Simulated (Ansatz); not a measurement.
**A convergence test on Sb2Se3 (Antimonselite): k mesh of the density**

Aim: see how gap, energy and time of Sb2Se3 (Antimonselite) follow the k mesh of the density.

Program: Ansatz 0.2.0. Level of theory: DFT, PBE, plane waves, PAW. Results are calculated unless marked as measured.

**1. Set-up**

The structure is orthorhombic, space group Pnma (No. 62). The conventional cell has a = 11.770 Å, b = 3.962 Å, c = 11.620 Å, α = 90.00°, β = 90.00°, γ = 90.00°. Nearest to Sb lie 6 Se at 2.66 to 3.26 Å. Nearest to Sb lie 5 Se at 2.58 to 2.98 Å. Nearest to Se lie 5 Sb at 2.58 to 3.22 Å. Nearest to Se lie 3 Sb at 2.66 to 3.26 Å. Nearest to Se lie 3 Sb at 2.66 to 2.78 Å. Farther neighbours and most contacts between anions are not listed.

The cell and positions come from the Crystallography Open Database and are kept as given unless a step says otherwise. Spin-orbit coupling is left out unless a step names it. The default PAW set here is soft_2. Its files were made with PBE.

**2. k mesh of the density: 1×2×1**

input.yaml reads:

```yaml
crystal:
  lattice:
    - [11.77, 0.0, 0.0]
    - [0.0, 3.962, 0.0]
    - [0.0, 0.0, 11.62]
  atoms:
    - { symbol: Sb, position: [0.0305, 0.25, 0.328] }
    - { symbol: Sb, position: [0.9695, 0.75, 0.672] }
    - { symbol: Sb, position: [0.4695, 0.75, 0.828] }
    - { symbol: Sb, position: [0.5305, 0.25, 0.172] }
    - { symbol: Sb, position: [0.1478, 0.75, 0.0397] }
    - { symbol: Sb, position: [0.8522, 0.25, 0.9603] }
    - { symbol: Sb, position: [0.3522, 0.25, 0.5397] }
    - { symbol: Sb, position: [0.6478, 0.75, 0.4603] }
    - { symbol: Se, position: [0.0534, 0.25, 0.8732] }
    - { symbol: Se, position: [0.9466, 0.75, 0.1268] }
    - { symbol: Se, position: [0.4466, 0.75, 0.3732] }
    - { symbol: Se, position: [0.5534, 0.25, 0.6268] }
    - { symbol: Se, position: [0.1302, 0.75, 0.4434] }
    - { symbol: Se, position: [0.8698, 0.25, 0.5566] }
    - { symbol: Se, position: [0.3698, 0.25, 0.9434] }
    - { symbol: Se, position: [0.6302, 0.75, 0.0566] }
    - { symbol: Se, position: [0.2132, 0.25, 0.1935] }
    - { symbol: Se, position: [0.7868, 0.75, 0.8065] }
    - { symbol: Se, position: [0.2868, 0.75, 0.6935] }
    - { symbol: Se, position: [0.7132, 0.25, 0.3065] }
kpoints:
  mp_grid: { grid: [1, 2, 1] }
  band_path:
    path:
      - [0.0, 0.0, 0.0]
      - [0.5, 0.0, 0.0]
      - [0.5, 0.5, 0.0]
      - [0.0, 0.5, 0.0]
      - [0.0, 0.0, 0.5]
      - [0.5, 0.0, 0.5]
      - [0.5, 0.5, 0.5]
      - [0.0, 0.5, 0.5]
      - [0.0, 0.0, 0.2]
      - [0.0, 0.0, 0.3]
      - [0.0, 0.0, 0.25]
    npoints: 1
hamiltonian:
  xc: pbe
scf:
  occupations: { method: fixed }
  n_extra_bands: 10
output:
  eigenvalues: true
  forces: true
  stress: true
```

The run is started by

```sh
ansatz run input.yaml --threads 3 --pin off --max-ram 92160MiB --backend cuda --events-out ev --progress --plain --runs-dir out --devices 1 --max-vram 13GiB
```

Numbers of over 12 decimals in the logs are rounded to 6 here.

The program printed:

```text
scf.n_extra_bands = 10 over 156 filled bands (N_el = 312.0): the run solves 166 bands
GPUs: using 1 of 1 available (devices: 1).
Engine: ansatz 0.2.0, x86_64-unknown-linux-gnu
Pseudopotentials: kind: paw
Pseudopotential: Sb, paw, valence charge 15, recommended cutoff 420 eV (normal), Sb.paw.azcp
Pseudopotential: Se, paw, valence charge 16, recommended cutoff 420 eV (normal), Se.paw.azcp
Functional definition: PBE
  parameter kappa = 0.804
  parameter beta = 0.066725
  exchange = pbe_x(kappa = kappa, mu = beta*pi^2/3)
  correlation = pbe_c(beta = beta)
device memory: the entry about to start is reckoned to put 5.3 GiB on a device that reports 33.8 GiB free (of which the cap on the GPU budget leaves the run 13.0 GiB)
GPU FFT provider: cuFFT
GPU libraries: cuBLAS 13.8.2, cuFFT 12.4.0, cuSOLVER 12.3.4
Crystal: 20 atoms, lattice volume = 541.872 Å³
Basis set: ecut = 420 eV, 10641 PW (Γ), exchange–correlation on 160×54×160 points (8 copies of the dense FFT grid, shifted against one another)
Bands: 166, of which v1, the nominal top of the filled ones, is band 156 counted from 1 (155 counted from 0)
Symmetry: 8 space group operations
Space group: Pnma (ITA 62), of the structure as read, at distance tolerance 8.2e-5 Å
k-points: 2
Non-local potential: Sb, projectors of the file, l = 0: 2, l = 1: 2, l = 2: 2, l = 3: 2
Non-local potential: Se, projectors of the file, l = 0: 2, l = 1: 2, l = 2: 3, l = 3: 1
PAW form: soft (Blöchl's): semilocal exchange-correlation on the pseudo side does not see the compensation charge
PAW one-centre angular grid: Sb, 590 points (default); XC on 64 Gauss nodes
PAW one-centre angular grid: Se, 590 points (default); XC on 64 Gauss nodes
Initial density: superposition of atomic densities (neutral atoms: chi_scale 0, normalization atom), corrected by the library's trained network
Initial wavefunctions: pseudopotential atomic-orbital guess
GPU buffer pool allocated for 172800 grid points (all kernels)
GPU transforms: local potential and band sums: pruned to the plane-wave sphere, on 80×27×80
Functional: x = pbe(κ = 0.804, μ = 0.219515), c = pbe(β = 0.066725)
SCF iter   1: F=—  HF=-117507.865018 eV  |F-HF|=—  |Δ(HF+E_count)|=         —  Δρ=3.90e-3  dr2=1.36e-1  ethr=1.77e-3  ⟨swp⟩=5.0  Hψ=1106  notcnv=0  defer=10
preconditioner: auto → Resta (q_TF=auto, 2.488 Å⁻¹)  ε∞=6.1  [insulator: Δε(μ)=1.180 eV  Ē_g=7.460 eV  n_scr=142 (ndim 8)  ℏωp=16.9 eV  f_vac=0.051  ε∞_Penn≈6.1]
SCF iter   2: F=—  HF=-117507.836177 eV  |F-HF|=—  |Δ(HF+E_count)|=   2.88e-2  Δρ=2.06e-3  dr2=3.12e-2  ethr=4.35e-5  ⟨swp⟩=2.0  Hψ=438  notcnv=0  defer=16
SCF iter   3: F=—  HF=-117507.832434 eV  |F-HF|=—  |Δ(HF+E_count)|=   3.74e-3  Δρ=5.59e-4  dr2=2.61e-3  ethr=1.00e-5  ⟨swp⟩=2.5  Hψ=641  notcnv=0  defer=16
SCF iter   4: F=—  HF=-117507.832432 eV  |F-HF|=—  |Δ(HF+E_count)|=   1.52e-6  Δρ=2.70e-4  dr2=4.55e-4  ethr=8.35e-7  ⟨swp⟩=2.0  Hψ=640  notcnv=0  defer=16
SCF iter   5: F=—  HF=-117507.831410 eV  |F-HF|=—  |Δ(HF+E_count)|=   1.02e-3  Δρ=7.78e-5  dr2=4.25e-5  ethr=1.46e-7  ⟨swp⟩=2.0  Hψ=436  notcnv=0  defer=8
SCF iter   6: F=—  HF=-117507.832669 eV  |F-HF|=—  |Δ(HF+E_count)|=   1.26e-3  Δρ=2.87e-5  dr2=7.27e-6  ethr=1.36e-8  ⟨swp⟩=2.0  Hψ=618  notcnv=0  defer=8
SCF iter   7: F=—  HF=-117507.832676 eV  |F-HF|=—  |Δ(HF+E_count)|=   7.15e-6  Δρ=1.10e-5  dr2=1.29e-6  ethr=2.33e-9  ⟨swp⟩=2.0  Hψ=612  notcnv=0  defer=8
SCF iter   8: F=—  HF=-117507.832677 eV  |F-HF|=—  |Δ(HF+E_count)|=   7.44e-7  Δρ=5.03e-6  dr2=2.59e-7  ethr=4.15e-10  ⟨swp⟩=2.0  Hψ=612  notcnv=0  defer=8
SCF iter   9: F=-117507.832677 eV  HF=-117507.832677 eV  |F-HF|=6.93e-8  |Δ(HF+E_count)|=   2.65e-7  Δρ=1.91e-6  dr2=4.08e-8  ethr=3.21e-11  ⟨swp⟩=10.0  Hψ=1752  notcnv=0
SCF 1 converged in 9 iterations: F = -117507.832677 eV  dr2 = 4.08e-8
[...]
device memory: the entry about to start is reckoned to put 5.1 GiB on a device that reports 33.7 GiB free (of which the cap on the GPU budget leaves the run 13.0 GiB)
NSCF: frozen V_eff on 11 k-points
SCF converged after 9 iterations
Free energy (F): -117507.832677 eV
Harris-Foulkes:  -117507.832677 eV  (|F-HF|=6.93e-8)
Internal energy: -117507.832677 eV  (E = F + TS)
E sigma→0 (E₀):  -117507.832677 eV
Fermi energy:    8.374863 eV
--- Per-component energies (eV) ---
  E_band       = -5963.873619
  E_kinetic    = 3081.763436
  E_local      = -43023.756433  (includes V_loc(G=0)·N_el)
  E_nonlocal   = -4256.401447
  E_hartree    = 20746.952285
  E_xc         = -2362.465777
  E_vxc        = -1952.768529  (∫ρ·V_xc dr)
  E_paw        = -59526.476472  (= ΣΔE_a)
  E_vpaw       = -1306.599174  (= ΣTr[D̂ρ^β])
  E_aug_tail   = -0.007069  (compensation charges beyond the density's cutoff)
  E_ewald      = -32167.441200
  E_smearing   = -0.000000  (= −TS)
  E_closure    = 0.000000  (closes the sum)
  Σ components = -117507.832677   (vs F -117507.832677, Δ=0.00e0)
--- Forces (eV/Å), atoms counted from 1 ---
  atom   1  Sb    -0.04952524     0.00000000     0.11000082
  atom   2  Sb     0.04952524     0.00000000    -0.11000082
  atom   3  Sb     0.04952524     0.00000000     0.11000082
  atom   4  Sb    -0.04952524     0.00000000    -0.11000082
  atom   5  Sb     0.23936562     0.00000000    -0.06974854
  atom   6  Sb    -0.23936562     0.00000000     0.06974854
  atom   7  Sb    -0.23936562     0.00000000    -0.06974854
  atom   8  Sb     0.23936562    -0.00000000     0.06974854
  atom   9  Se     0.42829488     0.00000000    -0.26663283
  atom  10  Se    -0.42829488     0.00000000     0.26663283
  atom  11  Se    -0.42829488     0.00000000    -0.26663283
  atom  12  Se     0.42829488     0.00000000     0.26663283
  atom  13  Se     0.06506977     0.00000000     0.05694341
  atom  14  Se    -0.06506977     0.00000000    -0.05694341
  atom  15  Se    -0.06506977     0.00000000     0.05694341
  atom  16  Se     0.06506977     0.00000000    -0.05694341
  atom  17  Se     0.11905719     0.00000000    -0.24599198
  atom  18  Se    -0.11905719     0.00000000     0.24599198
  atom  19  Se    -0.11905719     0.00000000    -0.24599198
  atom  20  Se     0.11905719     0.00000000     0.24599198
  max |Σ_I F_I| component: 1.67e-16 eV/Å
--- Stress (GPa, compression-positive) ---
        4.007759       0.000000       0.000000
        0.000000       7.979155       0.000000
        0.000000       0.000000       1.476228
  P = ⅓ Tr σ = 4.4877 GPa (44.877 kbar)
--- Band table (eV) ---
  k-point 0: bands = [... 152 lower, 8.1474, 8.2844, 8.3076, 8.3749, 9.5436, 9.6611, 9.7772, 9.9205, ... 6 higher]
  k-point 1: bands = [... 152 lower, 7.7896, 7.7896, 8.1319, 8.1319, 10.1669, 10.1669, 10.3085, 10.3085, ... 6 higher]
```

Wall time 4.9 s (1 × NVIDIA H100 80GB HBM3 (shared by 6 runs) with 3 threads of AMD EPYC 7R13 (Zen 3), shared host); peak memory 1.1 GiB; 7 s of CPU time.

This step gave:

* pressure: 4.488 GPa
* gap: 0.9617 eV
* valence top at: k = (0.000, 0.000, 0.200)
* conduction bottom at: k = (0.000, 0.000, 0.250)
* least direct gap: 0.9681 eV

The gap is indirect, with the least direct gap 0.006 eV higher.

**3. k mesh of the density: 2×4×2**

input.yaml, as its differences from that of step 2:

```diff
@@ -27,3 +27,3 @@
 kpoints:
-  mp_grid: { grid: [1, 2, 1] }
+  mp_grid: { grid: [2, 4, 2] }
   band_path:
@@ -51 +51,5 @@
   stress: true
+  write_density: true
+  write_potential: true
+  elf: true
+  volumetric_format: npy
```

The program printed:

```text
[...]
GPUs: using 1 of 1 available (devices: 1).
[...]
GPU FFT provider: cuFFT
GPU libraries: cuBLAS 13.8.2, cuFFT 12.4.0, cuSOLVER 12.3.4
Crystal: 20 atoms, lattice volume = 541.872 Å³
Basis set: ecut = 420 eV, 10641 PW (Γ), exchange–correlation on 160×54×160 points (8 copies of the dense FFT grid, shifted against one another)
[...]
k-point 0: bands = [... 152 lower, 8.1065, 8.2415, 8.2755, 8.3431, 9.5311, 9.6402, 9.7601, 9.8933, ... 6 higher]
  k-point 1: bands = [... 152 lower, 8.1406, 8.1406, 8.3211, 8.3211, 9.4348, 9.4348, 10.1679, 10.1679, ... 6 higher]
  k-point 2: bands = [... 152 lower, 7.8009, 8.0525, 8.0784, 8.0977, 9.6984, 10.0527, 10.3407, 10.6081, ... 6 higher]
  k-point 11: bands = [... 152 lower, 7.6071, 7.6071, 7.6071, 7.6071, 10.1566, 10.1566, 10.1566, 10.1566, ... 6 higher]
[key lines of the parts left out:]
SCF converged after 9 iterations
Free energy (F): -117509.738066 eV
Fermi energy:    8.405763 eV
P = ⅓ Tr σ = 3.2599 GPa (32.599 kbar)
```

Elapsed: 13 s, on 1 × NVIDIA H100 80GB HBM3 (shared by 6 runs) with 3 threads; peak memory 1.4 GiB; 18 s of CPU time.

This step gave:

```
pressure             : 3.260 GPa
gap                  : 0.9715 eV
valence top at       : k = (0.000, 0.000, 0.200)
conduction bottom at : k = (0.000, 0.000, 0.300)
least direct gap     : 0.9785 eV
```

The gap is 0.971 eV, +0.010 eV from the run before at this level.

**4. k mesh of the density: 2×6×2 (the default)**

input.yaml, as its differences from that of step 3:

```diff
@@ -27,17 +27,10 @@
 kpoints:
-  mp_grid: { grid: [2, 4, 2] }
+  mp_grid: { grid: [2, 6, 2] }
   band_path:
     path:
-      - [0.0, 0.0, 0.0]
-      - [0.5, 0.0, 0.0]
-      - [0.5, 0.5, 0.0]
-      - [0.0, 0.5, 0.0]
-      - [0.0, 0.0, 0.5]
-      - [0.5, 0.0, 0.5]
-      - [0.5, 0.5, 0.5]
-      - [0.0, 0.5, 0.5]
-      - [0.0, 0.0, 0.2]
-      - [0.0, 0.0, 0.3]
-      - [0.0, 0.0, 0.25]
-    npoints: 1
+      - [[0.0, 0.0, 0.0], [0.5, 0.0, 0.0], [0.5, 0.5, 0.0], [0.0, 0.5, 0.0], [0.0, 0.0, 0.0], [0.0, 0.0, 0.5], [0.5, 0.0, 0.5], [0.5, 0.5, 0.5], [0.0, 0.5, 0.5], [0.0, 0.0, 0.5]]
+      - [[0.5, 0.0, 0.0], [0.5, 0.0, 0.5]]
+      - [[0.0, 0.5, 0.0], [0.0, 0.5, 0.5]]
+      - [[0.5, 0.5, 0.0], [0.5, 0.5, 0.5]]
+    npoints: 10
 hamiltonian:
@@ -45,3 +38,3 @@
 scf:
-  occupations: { method: fixed }
+  occupations: { method: fermi_dirac, width: 0.02 }
   n_extra_bands: 10
```

The program printed:

```text
[...]
GPUs: using 1 of 1 available (devices: 1).
[...]
GPU FFT provider: cuFFT
GPU libraries: cuBLAS 13.8.2, cuFFT 12.4.0, cuSOLVER 12.3.4
Crystal: 20 atoms, lattice volume = 541.872 Å³
Basis set: ecut = 420 eV, 10641 PW (Γ), exchange–correlation on 160×54×160 points (8 copies of the dense FFT grid, shifted against one another)
[...]
k-point 0: bands = [... 152 lower, 8.1054, 8.2439, 8.2790, 8.3443, 9.5331, 9.6372, 9.7604, 9.8898, ... 6 higher]
  k-point 1: bands = [... 152 lower, 8.1426, 8.1426, 8.3240, 8.3240, 9.4307, 9.4307, 10.1694, 10.1694, ... 6 higher]
  k-point 2: bands = [... 152 lower, 8.0626, 8.2014, 8.2395, 8.2417, 9.6916, 9.8572, 10.1637, 10.4453, ... 6 higher]
  k-point 15: bands = [... 152 lower, 7.6090, 7.6090, 7.6090, 7.6090, 10.1565, 10.1565, 10.1565, 10.1565, ... 6 higher]
[key lines of the parts left out:]
SCF converged after 8 iterations
Free energy (F): -117509.681946 eV
Fermi energy:    8.912718 eV
P = ⅓ Tr σ = 3.3328 GPa (33.328 kbar)
```

The job ended after 22 s (1 × NVIDIA H100 80GB HBM3 (shared by 6 runs) with 3 threads; peak memory 1.6 GiB).

Numbers from this step:

| Property | Result |
| --- | --- |
| pressure | 3.333 GPa |
| gap | 0.9674 eV |
| valence top at | k = (0.000, 0.000, 0.200) |
| conduction bottom at | k = (0.000, 0.000, 0.300) |
| least direct gap | 0.9747 eV |

The gap is 0.967 eV, −0.004 eV from the run before at this level.

**5. k mesh of the density: 4×8×4**

input.yaml, the sections that differ from step 4:

```yaml
kpoints:
  mp_grid: { grid: [4, 8, 4] }
  band_path:
    path:
      - [0.0, 0.0, 0.0]
      - [0.5, 0.0, 0.0]
      - [0.5, 0.5, 0.0]
      - [0.0, 0.5, 0.0]
      - [0.0, 0.0, 0.5]
      - [0.5, 0.0, 0.5]
      - [0.5, 0.5, 0.5]
      - [0.0, 0.5, 0.5]
      - [0.0, 0.0, 0.2]
      - [0.0, 0.0, 0.3]
      - [0.0, 0.0, 0.25]
    npoints: 1
scf:
  occupations: { method: fixed }
  n_extra_bands: 10
# crystal, hamiltonian, output: as in step 4
```

The program printed:

```text
[...]
GPUs: using 1 of 1 available (devices: 1).
[...]
GPU FFT provider: cuFFT
GPU libraries: cuBLAS 13.8.2, cuFFT 12.4.0, cuSOLVER 12.3.4
Crystal: 20 atoms, lattice volume = 541.872 Å³
Basis set: ecut = 420 eV, 10641 PW (Γ), exchange–correlation on 160×54×160 points (8 copies of the dense FFT grid, shifted against one another)
[...]
k-point 0: bands = [... 152 lower, 8.1065, 8.2449, 8.2799, 8.3448, 9.5332, 9.6371, 9.7606, 9.8898, ... 6 higher]
  k-point 1: bands = [... 152 lower, 8.0430, 8.2190, 8.2374, 8.4316, 9.4055, 9.4905, 9.9944, 10.1550, ... 6 higher]
  k-point 2: bands = [... 152 lower, 8.1432, 8.1432, 8.3252, 8.3252, 9.4307, 9.4307, 10.1695, 10.1695, ... 6 higher]
  k-point 44: bands = [... 152 lower, 7.6087, 7.6087, 7.6087, 7.6087, 10.1568, 10.1568, 10.1568, 10.1568, ... 6 higher]
[key lines of the parts left out:]
SCF converged after 8 iterations
Free energy (F): -117509.679076 eV
Fermi energy:    8.431591 eV
P = ⅓ Tr σ = 3.3459 GPa (33.459 kbar)
```

The job ended after 19 s (1 × NVIDIA H100 80GB HBM3 (shared by 6 runs) with 3 threads; peak memory 2.3 GiB).

Numbers from this step:

* pressure: 3.346 GPa
* gap: 0.9665 eV
* valence top at: k = (0.000, 0.000, 0.200)
* conduction bottom at: k = (0.000, 0.000, 0.300)
* least direct gap: 0.9739 eV

The gap is 0.967 eV, −0.001 eV from the run before at this level.

**6. The series**

Differences are against the last row; a negative gap means that bands overlap, and a run with a band path holds that path's time. Times are wall times on 1 × NVIDIA H100 80GB HBM3 (shared by 6 runs) with 3 threads of AMD EPYC 7R13 (Zen 3), shared host, good to a factor of about two.

```tsv
k mesh of the density	gap (eV)	direct gap (eV)	gap error (eV)	energy error (meV/atom)	irreducible k	time
1×2×1	0.962	0.968	−0.005	+92.3	2	4.9 s
2×4×2	0.971	0.978	+0.005	−2.9	12	13 s
2×6×2	0.967	0.975	+0.001	−0.1	16	22 s
4×8×4	0.967	0.974	+0.000	+0.0	45	19 s
```

**7. Summary of results**

* 1×2×1: 0.962 eV
* 2×4×2: 0.971 eV
* 2×6×2: 0.967 eV
* 4×8×4: 0.967 eV

What this shows: The gap holds to 0.02 eV from 1×2×1 on, the cheapest setting tried. At 1×2×1 the gap is off by −0.005 eV and the energy by +92 meV/atom. The gap is read over the mesh and added points near the edges, so meshes differ mainly through the density and, for a hybrid, the exchange operator.

[Paths, hosts, dates, memory and timing lines, banners, echoed tables and standing remarks are left out of the program output.]

[Logs are printed without paths, hosts, clocks, repeated set-up lines and the standing remarks that a program may print on its own settings, such as how far it seeks lower states.]

[Runs of the session that timed out or met a known fault of the program may be left out.]

[Cells called generated may have been cut or substituted from an entry of the Crystallography Open Database or the Materials Project.]

[Hosts, paths, dates, database ids (printed as entryN), source tags and the programs' standing remarks are cut or masked in the printed files.]
